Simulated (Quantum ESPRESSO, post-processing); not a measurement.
# Ir(111), 5 layers against a metal electrode, stepped through the charge of the slab, part 4 of 4

Aim: how the results for Ir(111), 5 layers against a metal electrode change with the charge of the slab.

Quantum ESPRESSO 7.5; plane-wave DFT, PBE, GBRV ultrasoft pseudopotentials.

So far. Step 5 (SCF with pw.x, 1 ×10¹³ e/cm²): Inside the slab this potential holds the local part of the pseudopotentials, which can be repulsive at the nuclei; only its value in the vacuum has a meaning of its own. Step 6 (Ground state, -1.5 ×10¹³ e/cm²): Inside the slab this potential holds the local part of the pseudopotentials, which can be repulsive at the nuclei; only its value in the vacuum has a meaning of its own.

## 7. SCF with pw.x, -3 ×10¹³ e/cm²

m0.esm.in

```
&control
  prefix = 'm0.esm'
  outdir = './out'
  pseudo_dir = './pseudo'
  calculation = 'scf'
  tprnfor = .true.
/
&system
  ibrav = 0
  nat = 5
  ntyp = 1
  ecutwfc = 40
  ecutrho = 200
  occupations = 'smearing'
  smearing = 'mv'
  degauss = 0.02
  assume_isolated = 'esm'
  esm_bc = 'bc3'
  tot_charge = -0.01916
/
&electrons
  conv_thr = 1e-08
  mixing_beta = 0.25
  electron_maxstep = 160
  mixing_mode = 'local-TF'
  mixing_ndim = 12
  startingpot = 'file'
/
ATOMIC_SPECIES
  Ir  192.2170  ir_pbe_v1.2.uspp.F.UPF
CELL_PARAMETERS angstrom
  2.73596043691400 0.00000000000000 0.00000000000000
  1.36798021845700 2.36941124211670 0.00000000000000
  0.00000000000000 0.00000000000000 24.04979825980024
ATOMIC_POSITIONS crystal
  Ir  0.666666666700 0.666666666700 -0.121275147343
  Ir  0.000000000000 0.000000000000 -0.030284039043
  Ir  0.333333333300 0.333333333300 0.062370585557
  Ir  0.666666666700 0.666666666700 0.155025210157
  Ir  0.000000000000 0.000000000000 0.246016318457
K_POINTS automatic
  12 12 1 0 0 0
```

The run is started by

```console
cp -r out/m1.esm.save out/m0.esm.save
OMP_NUM_THREADS=1 mpirun -n 4 pw.x -nk 4 -in m0.esm.in > m0.esm.out
```

The log of the run:

```text
[banner, memory and clock lines left out]
Program PWSCF v.7.5 starts
[...]
Message from routine setup:
[...]
number of electrons       =        75.02
     number of Kohn-Sham states=           45
     kinetic-energy cutoff     =      40.0000  Ry
     charge density cutoff     =     200.0000  Ry
[...]
number of k points=    19  Marzari-Vanderbilt smearing, width (Ry)=  0.0200
[...]
Dense  grid:    50335 G-vectors     FFT dimensions: (  24,  24, 216)
[...]
The initial density is read from file :
[...]
negative rho (up, down):  1.606E+00 0.000E+00
     Starting wfcs are   60 randomized atomic wfcs
[...]
negative rho (up, down):  1.606E+00 0.000E+00
[...]
estimated scf accuracy    <       5.78417497 Ry
[...]
negative rho (up, down):  1.606E+00 0.000E+00
[...]
estimated scf accuracy    <       0.24654380 Ry
[...]
negative rho (up, down):  1.606E+00 0.000E+00
[...]
estimated scf accuracy    <       0.01345189 Ry
[...]
negative rho (up, down):  1.606E+00 0.000E+00
[...]
estimated scf accuracy    <       0.00652930 Ry
[...]
negative rho (up, down):  1.606E+00 0.000E+00
[...]
estimated scf accuracy    <       0.00550477 Ry
[...]
negative rho (up, down):  1.607E+00 0.000E+00
[...]
estimated scf accuracy    <       0.00462438 Ry
[...]
negative rho (up, down):  1.607E+00 0.000E+00
[...]
estimated scf accuracy    <       0.00187464 Ry
[...]
negative rho (up, down):  1.606E+00 0.000E+00
[...]
estimated scf accuracy    <       0.00026911 Ry
[...]
negative rho (up, down):  1.606E+00 0.000E+00
[...]
estimated scf accuracy    <       0.00010824 Ry
[...]
negative rho (up, down):  1.606E+00 0.000E+00
[...]
estimated scf accuracy    <       0.00012259 Ry
[...]
negative rho (up, down):  1.606E+00 0.000E+00
[...]
estimated scf accuracy    <       0.00004003 Ry
[...]
negative rho (up, down):  1.606E+00 0.000E+00
[...]
estimated scf accuracy    <       0.00021414 Ry
[...]
negative rho (up, down):  1.606E+00 0.000E+00
[...]
estimated scf accuracy    <       0.00012909 Ry
[...]
negative rho (up, down):  1.606E+00 0.000E+00
[...]
estimated scf accuracy    <       0.00002950 Ry
[...]
negative rho (up, down):  1.606E+00 0.000E+00
[...]
estimated scf accuracy    <       0.00000579 Ry
[...]
negative rho (up, down):  1.606E+00 0.000E+00
[...]
estimated scf accuracy    <       0.00000091 Ry
[...]
negative rho (up, down):  1.606E+00 0.000E+00
[...]
estimated scf accuracy    <       0.00000103 Ry
[...]
negative rho (up, down):  1.606E+00 0.000E+00
[...]
estimated scf accuracy    <       0.00000145 Ry
[...]
negative rho (up, down):  1.606E+00 0.000E+00
[...]
estimated scf accuracy    <       0.00000026 Ry
[...]
negative rho (up, down):  1.606E+00 0.000E+00
[...]
estimated scf accuracy    <       0.00000019 Ry
[...]
negative rho (up, down):  1.606E+00 0.000E+00
[...]
estimated scf accuracy    <       0.00000002 Ry
[...]
negative rho (up, down):  1.606E+00 0.000E+00
[...]
estimated scf accuracy    <       0.00000011 Ry
[...]
negative rho (up, down):  1.606E+00 0.000E+00
[...]
estimated scf accuracy    <       0.00000005 Ry
[...]
negative rho (up, down):  1.606E+00 0.000E+00
[...]
estimated scf accuracy    <       0.00000003 Ry
[...]
negative rho (up, down):  1.606E+00 0.000E+00
[...]
estimated scf accuracy    <       0.00000001 Ry
[...]
negative rho (up, down):  1.606E+00 0.000E+00
[...]
the Fermi energy is    -3.1595 ev
!    total energy              =    -908.76761437 Ry
     estimated scf accuracy    <          3.0E-09 Ry
     smearing contrib. (-TS)   =       0.00201543 Ry
     internal energy E=F+TS    =    -908.76962980 Ry
[...]
one-electron contribution = -100498.36536181 Ry
     hartree contribution      =   50243.68565737 Ry
     xc contribution           =    -251.77980690 Ry
     ewald contribution        =   49597.68988153 Ry
     convergence has been achieved in  26 iterations
     negative rho (up, down):  1.606E+00 0.000E+00
[...]
Total force =     0.000726     Total SCF correction =     0.000377
[...]
```

The job ended after 97 s (4 MPI ranks of Arm Neoverse V1, shared host; peak memory 0.43 GiB).

Read from the output:

| Quantity | Value |
| --- | --- |
| Fermi energy | -3.159 eV |
| vacuum line at the lower end of the cell, over the Fermi level | 5.508 eV |
| slope of the potential above | -0.5349 eV/Å |
| vacuum line at the upper end of the cell, over the Fermi level | 3.159 eV |

Inside the slab this potential holds the local part of the pseudopotentials, which can be repulsive at the nuclei; only its value in the vacuum has a meaning of its own.

## 8. The series side by side

The series in one table:

| the charge of the slab (positive: electrons removed) | electrode's level over the Fermi level (eV) | far face's level over the Fermi level (eV) | field in the gap (eV/Å) |
| --- | --- | --- | --- |
| -3 ×10¹³ e/cm² | 3.159 | 5.508 | -0.5349 |
| -1.5 ×10¹³ e/cm² | 4.33 | 5.507 | -0.2674 |
| 0 ×10¹³ e/cm² | 5.514 | 5.514 | 8.671e-05 |
| 1 ×10¹³ e/cm² | 6.311 | 5.508 | 0.1785 |
| 2 ×10¹³ e/cm² | 7.11 | 5.517 | 0.3567 |
| 3 ×10¹³ e/cm² | 7.914 | 5.516 | 0.5352 |
| 4.5 ×10¹³ e/cm² | 9.127 | 5.517 | 0.8024 |
| 6 ×10¹³ e/cm² | 10.35 | 5.527 | 1.07 |
| 7 ×10¹³ e/cm² | 11.17 | 5.513 | 1.248 |
| 8 ×10¹³ e/cm² | 11.99 | 5.527 | 1.427 |

## 9. A check by hand

Last interval: C = Δσ/ΔV = 0.00098 e/Å² / 0.820 V × 1602 = 1.92 µF/cm².

## 10. Outcome

```json
{"mean capacitance at positive charge": "1.95 μF/cm²", "effective gap ε₀/C": "4.54 Å", "top atoms to electrode": "6.11 Å"}
```

In words: The series holds 10 members; mean capacitance at positive charge: 1.95 μF/cm²; effective gap ε₀/C: 4.54 Å; top atoms to electrode: 6.11 Å (PBE, GBRV ultrasoft). Interval by interval C lies between 1.92 and 2.02 µF/cm². The far face's level moves by 0.02 eV over the series: the slab screens like a metal, and averaged over the positive charges the image plane lies 1.57 Å above the top atoms. The labels count charge on the starting cell; on the relaxed cell the densities are 0.986 times as large. Vacuum fills the gap; ions don't answer the charge; added electrons can spill towards the electrode at the most negative charges.

[Logs are printed without paths, hosts, clocks, repeated set-up lines and the standing remarks that a program may print on its own settings, such as how far it seeks lower states.]

[Hosts, paths, dates, database ids (printed as entryN), source tags and the programs' standing remarks are cut or masked in the printed files.]

[Maps of the electrostatic potential energy from Ansatz leave out the sawtooth potential of an applied field or a dipole correction, so their vacuum need not be flat; planar profiles and work functions include it.]
